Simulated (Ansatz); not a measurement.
**Cl on Cu(110): change of the work function**

Aim: the work function of Cu(110) at several coverages of Cl (hollow site), and the dipole that each adsorbate carries.

Method: plane-wave DFT, PBE, Ansatz PAW, in Ansatz 0.2.0.

This is a report of a sequence of runs, with most program output left out.

## 1. The starting structure

The cell holds 4 atoms: 4 Cu. Cell: a = 3.610 Å, b = 2.553 Å, c = 21.829 Å, α = 90.0°, β = 90.0°, γ = 90.0°. Vacuum lies along c.

## 2. The clean slab

The bare slab comes first, as the zero from which every change is counted. The two lowest layers are held at bulk places and the upper ones relax. The dipole correction removes the false field that a one-sided slab makes across the periodic vacuum, so each face gets a flat vacuum level of its own.

Contents of input.yaml:

```yaml
crystal:
  lattice:
    - [3.61, 0.0, 0.0]
    - [0.0, 2.5526554801, 0.0]
    - [0.0, 0.0, 21.8289832201]
  atoms:
    - { symbol: Cu, position: [0.5, 0.5, 0.412295887] }
    - { symbol: Cu, position: [0.0, 0.0, 0.4707652957] }
    - { symbol: Cu, position: [0.5, 0.5, 0.5292347043] }
    - { symbol: Cu, position: [0.0, 0.0, 0.587704113] }
kpoints:
  mp_grid: { grid: [12, 12, 1] }
hamiltonian:
  xc: pbe
scf:
  occupations: { method: fermi_dirac, width: 0.1 }
  convergence: { dr2_threshold: 1.0e-08 }
efield:
  axis: 3
  dipole_correction: true
  ramp_position: 0.97
  ramp_width: 0.06
relax:
  f_tol: 0.02
  max_steps: 60
  constraints: [{ sites: [0, 1] }]
output:
  write_potential: true
  write_density: true
  volumetric_format: npy
```

On the command line:

```
ansatz run input.yaml --threads 4 --pin off --max-ram 16384MiB --backend cpu --events-out ev --progress --plain --runs-dir out
```

Wall time 37 s (4 threads of Arm Neoverse V1, shared host); peak memory 0.68 GiB.

Step by step:

```tsv
step	energy less that of the first step (eV)	largest force component (eV/Å)
1	0.0000	0.4337
2	-0.0113	0.3031
3	-0.0216	0.0062
```

The run keeps the 4 symmetry operations that it works with, so distortions that break them were not tested.

The atoms that moved most (Å):

```tsv
atom	dx	dy	dz	length
Cu3	0.000	0.000	0.076	0.076
Cu4	0.000	0.000	-0.034	0.034
```

This step gave:

```yaml
energy_at_zero_smearing: -26498.8397 eV
work_function_upper_face: 4.434 eV
dipole_along_the_normal: -3.62e-4 e·Å
```

Running mean over 1.276 Å of the planar mean; the ramp of the sawtooth is left out. Table of electron's electrostatic potential energy less the Fermi level by z:

```tsv
z (Å)	electron's electrostatic potential energy less the Fermi level (eV)
3	4.43
4	4.43
5	4.43
6	4.40
7	4.17
8	0.975
9	-7.52
10	-8.65
11	-8.19
12	-9.65
13	-6.67
14	2.39
15	4.28
16	4.42
17	4.43
18	4.43
```

The relaxation took 3 steps and lowered the energy by 0.022 eV; the largest force on the free atoms ends at 0.0062 eV/Å.

The work function of the upper face is 4.43 eV.

## 3. The covered slab, k-mesh 4×4×1, coverage 0.111 ML

System of this step: Cl/Cu(110). The cell holds 37 atoms: 36 Cu and 1 Cl. Its edges and angles: a = 10.830 Å, b = 7.658 Å, c = 22.755 Å, α = 90.0°, β = 90.0°, γ = 90.0°. Vacuum lies along c.

The clean slab as it ended is repeated in the plane and the adsorbate is set on one face; the cell's size fixes the coverage, and the k-mesh shrinks with it to keep the sampling density about even. Adsorbate and upper layers relax, since the dipole depends on the height.

Contents of input.yaml:

```yaml
crystal:
  lattice:
    - [10.83, 0.0, 0.0]
    - [0.0, 7.6579664403, 0.0]
    - [0.0, 0.0, 22.7552629733]
  atoms:
    - { symbol: Cu, position: [0.1666666667, 0.1666666667, 0.3955128979] }
    - { symbol: Cu, position: [0.0, 0.0, 0.4516022405] }
    - { symbol: Cu, position: [0.1666666667, 0.1666666667, 0.511033236] }
    - { symbol: Cu, position: [0.0, 0.0, 0.562289298] }
    - { symbol: Cu, position: [0.1666666667, 0.5, 0.3955128979] }
    - { symbol: Cu, position: [0.0, 0.3333333333, 0.4516022405] }
    - { symbol: Cu, position: [0.1666666667, 0.5, 0.511033236] }
    - { symbol: Cu, position: [0.0, 0.3333333333, 0.562289298] }
[... 25 atom lines left out ...]
    - { symbol: Cu, position: [0.6666666667, 0.6666666667, 0.4516022405] }
    - { symbol: Cu, position: [0.8333333333, 0.8333333333, 0.511033236] }
    - { symbol: Cu, position: [0.6666666667, 0.6666666667, 0.562289298] }
    - { symbol: Cl, position: [0.1666666667, 0.1666666667, 0.6044871021] }
kpoints:
  mp_grid: { grid: [4, 4, 1] }
hamiltonian:
  xc: pbe
scf:
  occupations: { method: fermi_dirac, width: 0.1 }
  convergence: { dr2_threshold: 1.0e-08 }
efield:
  axis: 3
  dipole_correction: true
  ramp_position: 0.97
  ramp_width: 0.06
relax:
  f_tol: 0.02
  max_steps: 60
  constraints:
    - { sites: [0, 1, 4, 5, 8, 9, 12, 13, 16, 17, 20, 21, 24, 25, 28, 29, 32, 33] }
output:
  write_potential: true
  write_density: true
  volumetric_format: npy
```

Elapsed: 57 min, on 4 threads; peak memory 12 GiB; 3.5 h of CPU time.

This run has no spin polarisation although its electron count is odd.

Relaxation path:

```tsv
step	energy less that of the first step (eV)	largest force component (eV/Å)
1	0.0000	3.2726
2	-0.3466	2.0940
3	-0.6569	0.8133
4	-0.7790	0.3493
5	-0.7695	0.4032
6	-0.8051	0.0557
7	-0.8060	0.0021
```

Relaxation step 5 was tried and not accepted.

The run keeps the 4 symmetry operations that it works with, so distortions that break them were not tested.

The atoms that moved most (Å):

```tsv
atom	dx	dy	dz	length
Cl37	0.000	0.000	0.592	0.592
Cu3	0.000	0.000	-0.153	0.153
Cu20	-0.067	0.002	0.035	0.076
Cu16	-0.067	-0.002	0.035	0.076
Cu4	0.067	-0.002	0.035	0.076
Cu8	0.067	0.002	0.035	0.076
Cu11	0.000	-0.011	-0.062	0.063
Cu7	0.000	0.011	-0.062	0.063
```

The relaxed structure:

```cif
data_structure
_symmetry_space_group_name_H-M 'P 1'
_symmetry_Int_Tables_number 1
_cell_length_a 10.8300
_cell_length_b 7.6580
_cell_length_c 22.7553
_cell_angle_alpha 90.000
_cell_angle_beta 90.000
_cell_angle_gamma 90.000
_cell_volume 1887.23
loop_
_atom_site_label
_atom_site_type_symbol
_atom_site_fract_x
_atom_site_fract_y
_atom_site_fract_z
_atom_site_occupancy
Cu1 Cu 0.16667 0.16667 0.39551 1
Cu2 Cu 0.00000 0.00000 0.45160 1
Cu3 Cu 0.16667 0.16667 0.50429 1
Cu4 Cu 0.00622 0.99976 0.56384 1
Cu5 Cu 0.16667 0.50000 0.39551 1
Cu6 Cu 0.00000 0.33333 0.45160 1
Cu7 Cu 0.16667 0.50139 0.50829 1
Cu8 Cu 0.00622 0.33357 0.56384 1
Cu9 Cu 0.16667 0.83333 0.39551 1
Cu10 Cu 0.00000 0.66667 0.45160 1
Cu11 Cu 0.16667 0.83194 0.50829 1
Cu12 Cu 0.00320 0.66667 0.56189 1
Cu13 Cu 0.50000 0.16667 0.39551 1
Cu14 Cu 0.33333 0.00000 0.45160 1
Cu15 Cu 0.49741 0.16667 0.51183 1
Cu16 Cu 0.32711 0.99976 0.56384 1
Cu17 Cu 0.50000 0.50000 0.39551 1
Cu18 Cu 0.33333 0.33333 0.45160 1
Cu19 Cu 0.49731 0.49817 0.51221 1
Cu20 Cu 0.32711 0.33357 0.56384 1
Cu21 Cu 0.50000 0.83333 0.39551 1
Cu22 Cu 0.33333 0.66667 0.45160 1
Cu23 Cu 0.49731 0.83516 0.51221 1
Cu24 Cu 0.33013 0.66667 0.56189 1
Cu25 Cu 0.83333 0.16667 0.39551 1
Cu26 Cu 0.66667 0.00000 0.45160 1
Cu27 Cu 0.83592 0.16667 0.51183 1
Cu28 Cu 0.66667 0.00047 0.56168 1
Cu29 Cu 0.83333 0.50000 0.39551 1
Cu30 Cu 0.66667 0.33333 0.45160 1
Cu31 Cu 0.83603 0.49817 0.51221 1
Cu32 Cu 0.66667 0.33286 0.56168 1
Cu33 Cu 0.83333 0.83333 0.39551 1
Cu34 Cu 0.66667 0.66667 0.45160 1
Cu35 Cu 0.83603 0.83516 0.51221 1
Cu36 Cu 0.66667 0.66667 0.56107 1
Cl37 Cl 0.16667 0.16667 0.63052 1
```

Numbers from this step:

* energy at zero smearing: -239570.8343 eV
* work function, upper face: 4.633 eV
* work function, lower face: 4.375 eV
* dipole along the normal: -0.1184 e·Å
* step between the vacuum levels: 0.2582 eV

Running mean over 1.276 Å of the planar mean; the ramp of the sawtooth is left out. Electron's electrostatic potential energy less the Fermi level against z:

```tsv
z (Å)	electron's electrostatic potential energy less the Fermi level (eV)
3.0	4.37
3.5	4.37
4.0	4.37
4.5	4.37
5.0	4.37
5.5	4.37
6.0	4.35
6.5	4.30
7.0	4.12
7.5	3.50
8.0	0.932
8.5	-3.85
9.0	-7.52
9.5	-8.51
10.0	-8.67
10.5	-8.46
11.0	-8.32
11.5	-8.76
12.0	-9.46
12.5	-9.17
13.0	-6.82
13.5	-2.41
14.0	1.40
14.5	2.89
15.0	3.74
15.5	4.36
16.0	4.57
16.5	4.62
17.0	4.63
17.5	4.63
18.0	4.63
18.5	4.63
19.0	4.63
19.5	4.63
```

The relaxation took 7 steps and lowered the energy by 0.81 eV; the largest force on the free atoms ends at 0.0021 eV/Å.

The covered face has 4.63 eV, +0.20 eV against the clean one; the bare back face has moved by -0.05 eV, a measure of how thin the slab is.

## 4. The covered slab, k-mesh 6×6×1, coverage 0.25 ML

System of this step: Cl/Cu(110). The cell holds 17 atoms: 16 Cu and 1 Cl. Its edges and angles: a = 7.220 Å, b = 5.105 Å, c = 22.755 Å, α = 90.0°, β = 90.0°, γ = 90.0°. Vacuum lies along c.

Another coverage, to see how the dipoles act on each other as their distance changes.

Contents of input.yaml:

```yaml
crystal:
  lattice:
    - [7.22, 0.0, 0.0]
    - [0.0, 5.1053109602, 0.0]
    - [0.0, 0.0, 22.7552629733]
  atoms:
    - { symbol: Cu, position: [0.25, 0.25, 0.3955128979] }
    - { symbol: Cu, position: [0.0, 0.0, 0.4516022405] }
    - { symbol: Cu, position: [0.25, 0.25, 0.511033236] }
    - { symbol: Cu, position: [0.0, 0.0, 0.562289298] }
    - { symbol: Cu, position: [0.25, 0.75, 0.3955128979] }
    - { symbol: Cu, position: [0.0, 0.5, 0.4516022405] }
    - { symbol: Cu, position: [0.25, 0.75, 0.511033236] }
    - { symbol: Cu, position: [0.0, 0.5, 0.562289298] }
    - { symbol: Cu, position: [0.75, 0.25, 0.3955128979] }
    - { symbol: Cu, position: [0.5, 0.0, 0.4516022405] }
    - { symbol: Cu, position: [0.75, 0.25, 0.511033236] }
    - { symbol: Cu, position: [0.5, 0.0, 0.562289298] }
    - { symbol: Cu, position: [0.75, 0.75, 0.3955128979] }
    - { symbol: Cu, position: [0.5, 0.5, 0.4516022405] }
    - { symbol: Cu, position: [0.75, 0.75, 0.511033236] }
    - { symbol: Cu, position: [0.5, 0.5, 0.562289298] }
    - { symbol: Cl, position: [0.25, 0.25, 0.6044871021] }
kpoints:
  mp_grid: { grid: [6, 6, 1] }
hamiltonian:
  xc: pbe
scf:
  occupations: { method: fermi_dirac, width: 0.1 }
  convergence: { dr2_threshold: 1.0e-08 }
efield:
  axis: 3
  dipole_correction: true
  ramp_position: 0.97
  ramp_width: 0.06
relax:
  f_tol: 0.02
  max_steps: 60
  constraints: [{ sites: [0, 1, 4, 5, 8, 9, 12, 13] }]
output:
  dos: { projected: true, e_range: [-8, 4] }
  write_potential: true
  write_density: true
  volumetric_format: npy
  elf: true
```

It took 12 min on 4 threads; peak memory 4.4 GiB; 47 min of CPU time.

The steps of the relaxation:

```tsv
step	energy less that of the first step (eV)	largest force component (eV/Å)
1	0.0000	3.2377
2	-0.3426	2.0984
3	-0.6617	0.8130
4	-0.7749	0.3766
5	-0.8076	0.0443
6	-0.8085	0.0053
```

Forces are held to the 4 operations that the run works with; a distortion that breaks them can't arise in this run.

The atoms that moved most (Å):

```tsv
atom	dx	dy	dz	length
Cl17	0.000	0.000	0.580	0.580
Cu3	0.000	0.000	-0.160	0.160
Cu7	0.000	0.000	-0.100	0.100
Cu15	0.000	0.000	0.097	0.097
Cu4	0.068	0.004	0.019	0.070
Cu8	0.068	-0.004	0.019	0.070
Cu16	-0.068	-0.004	0.019	0.070
Cu12	-0.068	0.004	0.019	0.070
```

Final coordinates:

```
Cu Cl
1.0
     7.22000    0.00000    0.00000
     0.00000    5.10531    0.00000
     0.00000    0.00000   22.75526
Cu Cl
16 1
Direct
  0.25000 0.25000 0.39551
  0.00000 0.00000 0.45160
  0.25000 0.25000 0.50400
  0.00939 0.00080 0.56311
  0.25000 0.75000 0.39551
  0.00000 0.50000 0.45160
  0.25000 0.75000 0.50666
  0.00939 0.49920 0.56311
  0.75000 0.25000 0.39551
  0.50000 0.00000 0.45160
  0.75000 0.25000 0.51207
  0.49061 0.00080 0.56311
  0.75000 0.75000 0.39551
  0.50000 0.50000 0.45160
  0.75000 0.75000 0.51530
  0.49061 0.49920 0.56311
  0.25000 0.25000 0.62995
```

This step gave:

* energy at zero smearing: -107076.6493 eV
* work function, upper face: 4.899 eV
* work function, lower face: 4.331 eV
* dipole along the normal: -0.1158 e·Å
* step between the vacuum levels: 0.5684 eV

The density of states has structure finer than the step of the table below, so its rows give means over 0.5 eV, whole bins alone (the curve runs from -8 to 1.98 eV). Peaks (eV: height): -2.95: 84.1, -2.74: 87.8, -2.62: 93.2, -2.29: 85.5, -1.83: 96.9, -1.74: 130, -1.47: 91.0.

Density of states against energy, zero at the Fermi level; means over each step:

```tsv
energy (eV)	density of states (states/eV a cell)
-7.5	1.53
-7.0	1.79
-6.5	1.96
-6.0	2.64
-5.5	6.21
-5.0	8.55
-4.5	18.9
-4.0	24.8
-3.5	35.9
-3.0	55.4
-2.5	56.2
-2.0	65.8
-1.5	66.7
-1.0	6.51
-0.5	5.29
0.0	5.17
0.5	6.41
1.0	4.07
1.5	5.74
```

Projected DOS per atom over height of the atomic layer and energy from the Fermi level. Layers: Cu4 Cu4 Cu4 Cu4 Cl from below.

Ten even steps from '_' (0.04 states/eV) to '@' (6.30 states/eV), each cell a mean:
```
__________
__________
__________
__________
__________
__________
__________
**--====..
@@++++@@__
**====**__
++******__
--====--..
..==--::..
__--::..::
__....__--
________--
________..
__________
__________
__________
__________
__________
```
Columns: height of the atomic layer (Å) from 9 to 14.3 (not evenly spaced); rows upwards: energy from the Fermi level (eV) from -7.96 to 1.95.

ELF in the ca plane at fractional y = 0.250, with atoms of Cu and Cl within 0.2 Å of it. It is the smooth field of the valence electrons, not physical close to the nuclei.

Ten even steps from '0' (0.00) to '9' (0.88), each cell a mean:
```
00000011122322222222222100000000000000000000
00000011112233222223322100000000000000000000
00000111122223212222322100000000000000000000
00000111255222124532222100000000000000000000
00000111388322126952221100000000000000000000
00000111245222124532222100000000000000000000
00000111122223212222322100000000000000000000
00000011112233222223322100000000000000000000
00000011122322222222222100000000000000000000
00000001122322222222221111110000000000000000
00000011122222222222212355532000000000000000
00000111111223221122225899864200000000000000
00000111233222223321148999986310000000000000
00000111377322237621159858997410000000000000
00000111377322238621159858997410000000000000
00000111233222223221148999986310000000000000
00000111111223221122225899864200000000000000
00000011122222222222212355432000000000000000
00000001222322222222221111110000000000000000
```
Columns run along c (16.0 Å, from fractional 0.24 to 0.95 of the cell), rows up along a (7.2 Å). Atoms in or near the plane, at fractional coordinates: Cu at (0.40, 0.25), Cu at (0.50, 0.25), Cu at (0.40, 0.75), Cu at (0.51, 0.75), Cl at (0.63, 0.25).

Electrostatic potential energy in the ca plane at fractional y = 0.250, with atoms of Cu and Cl within 0.2 Å of it. With pseudopotentials it is smooth inside the atoms' cores, unlike the true potential.

Ten even steps from '0' (-48 eV) to '9' (5 eV), each cell a mean:
```
99999999999999999999999999999999999999999999
99999999999999999899999999999999999999999999
99999999755789985468999999999999999999999999
99999998300279840017999999999999999999999999
99999997200169830005999999999999999999999999
99999998300279850017999999999999999999999999
99999999755789985468999999999999999999999999
99999999998999998899999999999999999999999999
99999999999999999999999999999999999999999999
99999999999998999999889999999999999999999999
99999999999999999999999999999999999999999999
99999999877899987789999878999999999999999999
99999998522589842268997423799999999999999999
99999997200178610028985000489999999999999999
99999997200178610028985000489999999999999999
99999998522589841268997423799999999999999999
99999999877899987789999878999999999999999999
99999999999999999999899999999999999999999999
99999999999998999999889999999999999999999999
```
Columns run along c (16.0 Å, from fractional 0.24 to 0.95 of the cell; values clipped at the 3rd and 97th percentile), rows up along a (7.2 Å). Atoms in or near the plane, at fractional coordinates: Cu at (0.40, 0.25), Cu at (0.50, 0.25), Cu at (0.40, 0.75), Cu at (0.51, 0.75), Cl at (0.63, 0.25).

Valence density in the ca plane at fractional y = 0.250, with atoms of Cu and Cl within 0.2 Å of it. It is the smooth field of the valence electrons, not physical close to the nuclei.

Values in e/Å³, 10 rows by 16 columns, each cell a mean:
```
 0  0  0  0  0  0  0  0  0  0  0  0  0  0  0  0
 0  0  0  5  1  1  5  0  0  0  0  0  0  0  0  0
 0  0  0 23  3  3 22  0  0  0  0  0  0  0  0  0
 0  0  0  1  0  0  1  0  0  0  0  0  0  0  0  0
 0  0  0  0  0  0  0  0  0  0  0  0  0  0  0  0
 0  0  0  0  0  0  0  0  0  0  0  0  0  0  0  0
 0  0  0  4  1  2  3  0  1  1  0  0  0  0  0  0
 0  0  0 23  3  9 18  0  1  1  0  0  0  0  0  0
 0  0  0  2  0  1  1  0  1  1  0  0  0  0  0  0
 0  0  0  0  0  0  0  0  0  0  0  0  0  0  0  0
```
Columns run along c (16.0 Å, from fractional 0.24 to 0.95 of the cell), rows up along a (7.2 Å). Atoms in or near the plane, at fractional coordinates: Cu at (0.40, 0.25), Cu at (0.50, 0.25), Cu at (0.40, 0.75), Cu at (0.51, 0.75), Cl at (0.63, 0.25).

The relaxation took 6 steps and lowered the energy by 0.81 eV; the largest force on the free atoms ends at 0.0053 eV/Å.

By hand: a sheet of dipoles makes a step −p/(ε₀A) in the electron's potential. With e/ε₀ = 180.95 V·Å, p = -0.1158 e·Å and A = 36.86 Å², that is −180.95 × (-0.1158) / 36.86 = +0.568 eV, and the two vacuum levels of the run differ by +0.568 eV.

The covered face has 4.90 eV, +0.47 eV against the clean one; the bare back face has moved by -0.10 eV, a measure of how thin the slab is.

(Continued in part 2 of 2.)

[Logs are printed without paths, hosts, clocks, repeated set-up lines and the standing remarks that a program may print on its own settings, such as how far it seeks lower states.]

[Hosts, paths, dates, database ids (printed as entryN), source tags and the programs' standing remarks are cut or masked in the printed files.]

[Maps of the electrostatic potential energy from Ansatz leave out the sawtooth potential of an applied field or a dipole correction, so their vacuum need not be flat; planar profiles and work functions include it.]

[The density of states shown here was stored with 400 of the rows of the run's finer table, so its peaks can read low, often by over a quarter, or be missed, and its means over a window can be off by a tenth or more.]
